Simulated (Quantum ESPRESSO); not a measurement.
# KCl (Sylvite): the LO frequency by hand

How high does the longitudinal optical mode of KCl (Sylvite) lie, given the transverse one, the Born charge and ε∞?

Main program and level: Quantum ESPRESSO 7.5; DFT PBE, scalar-relativistic, plane waves, PseudoDojo norm-conserving pseudopotentials.

## 1. The relaxed structure

Symmetry: Fm-3m, No. 225, cubic system. Conventional cell: a = 6.380 Å, b = 6.380 Å, c = 6.380 Å, α = 90.00°, β = 90.00°, γ = 90.00°. Nearest to K lie 6 Cl at 3.19 Å. Nearest to Cl lie 6 K at 3.19 Å. Farther neighbours and most contacts between anions are not listed.

As a file:

```
K Cl
1.0
    -3.19006    0.00000    3.19006
     0.00000    3.19006    3.19006
    -3.19006    3.19006    0.00000
K Cl
1 1
Direct
  0.00000 0.00000 0.00000
  0.50000 0.50000 0.50000
```

This is the cell after its relaxation at this level of theory, not the database cell from which that began.

## 2. What the response run gave

A linear-response run on the relaxed cell, with the response to an electric field; only its zone-centre results are used. Cutoff 81 Ry, k mesh 8×8×8.

What it wrote:

```text
[banners, grids, parts of the stress and lines that vanish by symmetry left out]
Program PHONON v.7.5
     Reading xml data from directory:

[...]
Exchange-correlation= PBE
                           (   1   4   3   4   0   0   0)
[...]
(   8 q-points):
[...]
kinetic-energy cut-off    =      81.0000  Ry
     charge density cut-off    =     324.0000  Ry
     convergence threshold     =      1.0E-18
[...]
Exchange-correlation= PBE
                           (   1   4   3   4   0   0   0)
[...]
q = (   0.0000000   0.0000000   0.0000000 )
     49 Sym.Ops. (with q -> -q+G )
     G cutoff = 1193.0028  (  43215 G-vectors)     FFT grid: ( 50, 50, 50)
     number of k points=    29
[...]
Mode symmetry, O_h (m-3m)  point group:
[...]
Dielectric constant
[...]
End of electric fields calculation
          Dielectric constant in cartesian axis
          (       2.283451417      -0.000000000       0.000000000 )
          (       0.000000000       2.283451417       0.000000000 )
          (       0.000000000       0.000000000       2.283451417 )
          Effective charges (d Force / dE) in cartesian axis without acoustic sum rule applied (asr)
           atom    1  K     Mean Z*:        1.12977
      Ex  (        1.12977        0.00000       -0.00000 )
      Ey  (        0.00000        1.12977        0.00000 )
      Ez  (        0.00000        0.00000        1.12977 )
           atom    2  Cl    Mean Z*:       -1.13028
      Ex  (       -1.13028        0.00000       -0.00000 )
      Ey  (       -0.00000       -1.13028        0.00000 )
      Ez  (       -0.00000        0.00000       -1.13028 )
          Effective charges Sum: Mean:       -0.00051
[...]
Effective charges (d Force / dE) in cartesian axis with asr applied:
           atom    1  K     Mean Z*:        1.13003
[...]
atom    2  Cl    Mean Z*:       -1.13003
[...]
Representation #   1 modes #   1   2   3
[...]
End of self-consistent calculation
     Convergence has been achieved
     Representation #   2 modes #   4   5   6
[...]
End of self-consistent calculation
     Convergence has been achieved
[...]
Dielectric constant in cartesian axis
          (       2.283451417      -0.000000000       0.000000000 )
          (       0.000000000       2.283451417       0.000000000 )
          (       0.000000000       0.000000000       2.283451417 )
          Effective charges (d Force / dE) in cartesian axis without acoustic sum rule applied (asr)
           atom    1  K     Mean Z*:        1.12977
[...]
Mode symmetry, C_s (m)     point group:
[...]
q = (    0.750000000  -0.250000000   0.750000000 )
[...]
Mode symmetry, C_s (m)     point group:
     freq (   1-   1) =         70.5  [cm-1]   --> A''
     freq (   2-   2) =         90.3  [cm-1]   --> A'
     freq (   3-   3) =        104.7  [cm-1]   --> A'
     freq (   4-   4) =        120.1  [cm-1]   --> A''
     freq (   5-   5) =        128.2  [cm-1]   --> A'
     freq (   6-   6) =        141.6  [cm-1]   --> A'
[...]
Mode symmetry, C_2v (mm2)  point group:
[...]
q = (    0.500000000   0.000000000   0.500000000 )
[...]
Mode symmetry, C_2v (mm2)  point group:
     freq (   1-   1) =         69.7  [cm-1]   --> B_2  D_4  S_4
     freq (   2-   2) =         90.3  [cm-1]   --> B_1  D_3  S_3
     freq (   3-   3) =        100.9  [cm-1]   --> B_1  D_3  S_3
     freq (   4-   4) =        114.6  [cm-1]   --> A_1  D_1  S_1
     freq (   5-   5) =        130.4  [cm-1]   --> B_2  D_4  S_4
     freq (   6-   6) =        150.9  [cm-1]   --> A_1  D_1  S_1
[...]
Mode symmetry, D_4h(4/mmm) point group:
[...]
Convergence has been achieved
[...]
Convergence has been achieved
[...]
Convergence has been achieved
[...]
Convergence has been achieved
[...]
q = (    0.000000000  -1.000000000   0.000000000 )
[...]
freq (    5) =       3.887931 [THz] =     129.687433 [cm-1]
     freq (    6) =       4.079284 [THz] =     136.070265 [cm-1]
[...]
Mode symmetry, D_4h(4/mmm) point group:
     freq (   1-   2) =         59.6  [cm-1]   --> E_u  X_5' M_5'
     freq (   3-   3) =        107.0  [cm-1]   --> A_2u X_4' M_4'
     freq (   4-   5) =        129.7  [cm-1]   --> E_u  X_5' M_5'
     freq (   6-   6) =        136.1  [cm-1]   --> A_2u X_4' M_4'
[...]
Mode symmetry, D_2d (-42m) point group:
[...]
Representation #   1 mode #   1
[...]
Convergence has been achieved
     Representation #   2 mode #   2
[...]
Convergence has been achieved
     Representation #   3 modes #   3   4
[...]
End of self-consistent calculation
     Convergence has been achieved
     Representation #   4 modes #   5   6
[...]
End of self-consistent calculation
     Convergence has been achieved
[...]
q = (   -0.500000000  -1.000000000   0.000000000 )
[...]
freq (    1) =       2.626046 [THz] =      87.595461 [cm-1]
     freq (    2) =       2.626046 [THz] =      87.595461 [cm-1]
     freq (    3) =       3.172515 [THz] =     105.823723 [cm-1]
     freq (    4) =       3.384036 [THz] =     112.879279 [cm-1]
     freq (    5) =       3.984609 [THz] =     132.912236 [cm-1]
     freq (    6) =       3.984609 [THz] =     132.912236 [cm-1]
[...]
Mode symmetry, D_2d (-42m) point group:
     freq (   1-   2) =         87.6  [cm-1]   --> E    X_5  W_3
     freq (   3-   3) =        105.8  [cm-1]   --> B_2  X_3  W_2
     freq (   4-   4) =        112.9  [cm-1]   --> A_1  X_1  W_1
     freq (   5-   6) =        132.9  [cm-1]   --> E    X_5  W_3

   JOB DONE.
```

| quantity | value |
| --- | --- |
| cell volume Ω (Å³) | 64.927 |
| mass of K (u) | 39.098 |
| mass of Cl (u) | 35.450 |
| Born charge of K, raw (e) | 1.130 |
| Born charge of Cl, raw (e) | -1.130 |
| ε∞ | 2.284 |
| ω(TO) after the sum rule (cm⁻¹) | 125.5 |

## 3. The calculation

The charges must sum to zero over the cell; taking off their mean, 0.000 e, leaves Z* = 1.130 e on K. In the polar mode K moves against Cl, so the reduced mass is μ = 39.10 × 35.45 / 74.55 = 18.592 u.

A longitudinal wave builds up a field that adds to the restoring force: ω(LO)² = ω(TO)² + 4π Z*² / (μ Ω ε∞), in Hartree atomic units. With μ = 33892 electron masses and Ω = 438.15 bohr³ the second term is 4.7324e-07 Ha², or 22796 cm⁻² (1 Ha = 219474.6 cm⁻¹).

So ω(LO) = √(15760 + 22796) = 196.4 cm⁻¹, and by the Lyddane-Sachs-Teller relation ε₀ = ε∞ (ω(LO)/ω(TO))² = 5.59.

## 4. Check against the program

The analysis program adds the same non-analytic term to the full matrix, here for q along (1 0 0).

What it wrote:

```text
[banner, memory and clock lines left out]
Program DYNMAT v.7.5

     Reading Dynamical Matrix from file x.dyn1
     ...Force constants read
     ...epsilon and Z* read

     Polarizability (A^3 units)
     multiply by 0.700370 for Clausius-Mossotti correction
         6.631278    0.000000    0.000000
        -0.000000    6.631278    0.000000
         0.000000    0.000000    6.631278

     IR activities are in (D/A)^2/amu units

# mode   [cm-1]    [THz]      IR
    1     -0.00   -0.0000    0.0000
    2     -0.00   -0.0000    0.0000
    3     -0.00   -0.0000    0.0000
    4    125.54    3.7636    1.5846
    5    125.54    3.7636    1.5846
    6    196.36    5.8866    1.5846
```

ε₀ comes from the program's run without a direction of q.

```csv
quantity,by hand,program
ω(LO) (cm⁻¹),196.4,196.4
ε₀,5.59,5.59
```

## 5. Summary of results

```
TO mode                    : 125.5 cm⁻¹
LO mode                    : 196.4 cm⁻¹
static dielectric constant : 5.586
```

**Reading.** The LO mode of KCl (Sylvite) lies at 196 cm⁻¹, 71 cm⁻¹ above the TO mode; the formula meets the program within 0.1 cm⁻¹, as it must for a cubic crystal with one polar mode. ω(LO)² − ω(TO)² goes with Z*²/ε∞: an error of 5 % in ε∞ would move the LO mode by 2.8 cm⁻¹, and semilocal functionals tend to overestimate ε∞. These are harmonic values at zero temperature, at the volume of this functional, for the structure held cubic; stability elsewhere in the zone is no part of this calculation.

[Host names and launcher messages were left out of these logs when they were recorded.]

[Logs are printed without paths, hosts, clocks, repeated set-up lines and the standing remarks that a program may print on its own settings, such as how far it seeks lower states.]

[Hosts, paths, dates, database ids (printed as entryN), source tags and the programs' standing remarks are cut or masked in the printed files.]
